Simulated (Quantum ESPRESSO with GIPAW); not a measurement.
**23Na and 17O NMR of K3NaSe2O8, calculated**

Wanted: NMR shieldings for each site of K3NaSe2O8.

Main program and level: Quantum ESPRESSO with GIPAW 8.0dev (patched build); DFT, PBEsol, plane-wave PAW (pslibrary 1.0.0 recipes), scalar-relativistic, GIPAW; a patched development version of the program.

**1. Set-up**

The structure is trigonal, space group P-3m1 (No. 164). The conventional cell has a = 5.906 Å, b = 5.906 Å, c = 7.552 Å, α = 90.00°, β = 90.00°, γ = 120.00°. Nearest to Se lie 4 O at 1.65 to 1.67 Å. Nearest to K lie 6 O at 2.94 Å. Nearest to K lie 10 O at 2.55 to 3.17 Å. Na has 6 O at 2.38 Å nearest. O has 1 Se at 1.67 Å and 1 Na at 2.38 Å and 4 K at 2.94 to 3.17 Å nearest. Nearest to O lie 1 Se at 1.65 Å and 1 K at 2.55 Å. Farther neighbours and most contacts between anions are not listed.

Coordinates:

```cif
data_structure
_symmetry_space_group_name_H-M 'P-3m1'
_symmetry_Int_Tables_number 164
_cell_length_a 5.9060
_cell_length_b 5.9060
_cell_length_c 7.5520
_cell_angle_alpha 90.000
_cell_angle_beta 90.000
_cell_angle_gamma 120.000
_cell_volume 228.13
loop_
_atom_site_label
_atom_site_type_symbol
_atom_site_symmetry_multiplicity
_atom_site_Wyckoff_symbol
_atom_site_fract_x
_atom_site_fract_y
_atom_site_fract_z
_atom_site_occupancy
Se1 Se 2 d 0.66667 0.33333 0.72231 1
K1 K 1 b 0.00000 0.00000 0.50000 1
K2 K 2 d 0.66667 0.33333 0.16678 1
Na1 Na 1 a 0.00000 0.00000 0.00000 1
O1 O 6 i 0.81919 0.18081 0.80206 1
O2 O 2 d 0.66667 0.33333 0.50439 1
```

The cell is an entry of the Crystallography Open Database; it need not be the form that is stable at ambient conditions.

This structure had its atoms relaxed beforehand (DFT, PBEsol, plane-wave PAW (pslibrary 1.0.0 recipes), Quantum ESPRESSO with GIPAW), starting from the database entry, since shieldings follow bond lengths closely.

**2. Self-consistent run**

The shielding is a linear response of the occupied states, which this run provides. It is converged far beyond what an energy needs, since the response uses the wavefunctions themselves. No empty states are asked for: the response is solved without them. The mesh has a spacing of 0.31 Å⁻¹ at most. The PAW files were made with ld1.x from the pslibrary 1.0.0 recipes, with GIPAW reconstruction switched on.

Input file scf.in:

```
&control
  calculation = 'scf'
  prefix = 'x'
  outdir = './tmp/'
  pseudo_dir = './'
/
&system
  ibrav = 0
  nat = 14
  ntyp = 4
  ecutwfc = 75
  ecutrho = 450
  nbnd = 58
/
&electrons
  conv_thr = 1.0d-10
  mixing_beta = 0.7
  electron_maxstep = 100
/
ATOMIC_SPECIES
  Se 78.971 Se.pbesol-dn-kjpaw_psl.1.0.0-gipaw.UPF
  K 39.098 K.pbesol-spn-kjpaw_psl.1.0.0-gipaw.UPF
  Na 22.990 Na.pbesol-spn-kjpaw_psl.1.0.0-gipaw.UPF
  O 15.999 O.pbesol-n-kjpaw_psl.1.0.0-gipaw.UPF
CELL_PARAMETERS angstrom
  5.90600000 0.00000000 0.00000000
  -2.95300000 5.11474603 0.00000000
  0.00000000 0.00000000 7.55200000
ATOMIC_POSITIONS crystal
  Se 0.66666667 0.33333333 0.72230856
  Se 0.33333333 0.66666667 0.27769144
  K 0.00000000 -0.00000000 0.50000000
  K 0.66666667 0.33333333 0.16677835
  K 0.33333333 0.66666667 0.83322164
  Na -0.00000000 0.00000000 0.00000000
  O 0.81919364 0.18080636 0.80205733
  O 0.81919364 0.63838728 0.80205733
  O 0.36161272 0.18080636 0.80205733
  O 0.18080636 0.81919364 0.19794267
  O 0.63838728 0.81919364 0.19794267
  O 0.18080636 0.36161272 0.19794267
  O 0.66666667 0.33333333 0.50438964
  O 0.33333333 0.66666667 0.49561036
K_POINTS automatic
  4 4 3 0 0 0
```

The run is started by

```bash
$ mpirun -np 4 pw.x -nk 4 -in scf.in > scf.out
```

What it wrote:

```text
using ibrav=0 with symmetry is DISCOURAGED, use correct ibrav instead

     bravais-lattice index     =            0
     lattice parameter (alat)  =      11.1607  a.u.
     unit-cell volume          =    1539.4873 (a.u.)^3
     number of atoms/cell      =           14
     number of atomic types    =            4
     number of electrons       =       116.00
     number of Kohn-Sham states=           58
     kinetic-energy cutoff     =      75.0000  Ry
     charge density cutoff     =     450.0000  Ry
     scf convergence threshold =      1.0E-10
     mixing beta               =       0.7000
     number of iterations used =            8  plain     mixing
     Exchange-correlation= SLA-PW-PSX-PSC
                           (   1   4  10   8   0   0   0)
[...]
Se               16.00    78.97100     Se( 1.00)
     K                 9.00    39.09800     K ( 1.00)
     Na                9.00    22.99000     Na( 1.00)
     O                 6.00    15.99900     O ( 1.00)

     12 Sym. Ops., with inversion, found
[...]
number of k points=     9
[...]
Dense  grid:   248293 G-vectors     FFT dimensions: (  75,  75, 100)

     Smooth grid:   135061 G-vectors     FFT dimensions: (  64,  64,  80)

     Initial potential from superposition of free atoms

     starting charge     115.9377, renormalised to     116.0000
     Starting wfcs are   79 randomized atomic wfcs

     Self-consistent Calculation

     iteration #  1     ecut=    75.00 Ry     beta= 0.70
     Davidson diagonalization with overlap
     ethr =  1.00E-02,  avg # of iterations =  2.0

     total energy              =   -1566.75452979 Ry
     estimated scf accuracy    <       4.16579070 Ry

     iteration #  2     ecut=    75.00 Ry     beta= 0.70
     Davidson diagonalization with overlap
     ethr =  3.59E-03,  avg # of iterations =  7.1

     total energy              =   -1568.43695123 Ry
     estimated scf accuracy    <       5.54649091 Ry

     iteration #  3     ecut=    75.00 Ry     beta= 0.70
     Davidson diagonalization with overlap
     ethr =  3.59E-03,  avg # of iterations =  2.0

     total energy              =   -1567.90358183 Ry
     estimated scf accuracy    <       1.45806039 Ry

[...]
total energy              =   -1569.27775459 Ry
[...]
iteration # 47     ecut=    75.00 Ry     beta= 0.70
     Davidson diagonalization with overlap
     ethr =  3.15E-13,  avg # of iterations =  2.0

     total energy              =   -1569.27775459 Ry
     estimated scf accuracy    <          2.6E-10 Ry

     iteration # 48     ecut=    75.00 Ry     beta= 0.70
     Davidson diagonalization with overlap
     ethr =  2.20E-13,  avg # of iterations =  5.9

     End of self-consistent calculation
     [one-electron energies left out]

!    total energy              =   -1569.27775459 Ry
     total all-electron energy =    -14846.311519 Ry
     estimated scf accuracy    <          3.7E-11 Ry

     The total energy is the sum of the following terms:
     one-electron contribution =    -786.70465757 Ry
     hartree contribution      =     436.55051769 Ry
     xc contribution           =    -163.38713012 Ry
     ewald contribution        =    -530.45726236 Ry
     one-center paw contrib.   =    -525.27922225 Ry

     convergence has been achieved in  48 iterations
[...]
JOB DONE.
```

It took 7.9 min on 4 MPI ranks of Arm Neoverse V1, shared host; peak memory 2 GiB; 32 min of CPU time.

It converged in 48 cycles to an estimated accuracy of 4e-11 Ry, on 9 irreducible k-points.

[end of part 1 of 2]

[Banner, clock, file and message-heading lines were taken out of the pw.x and gipaw.x logs.]

[Logs are printed without paths, hosts, clocks, repeated set-up lines and the standing remarks that a program may print on its own settings, such as how far it seeks lower states.]

[Hosts, paths, dates, database ids (printed as entryN), source tags and the programs' standing remarks are cut or masked in the printed files.]

[Where no reference line passes its bar on scatter, no shift is given, so a measured shift of this compound may stand uncompared.]
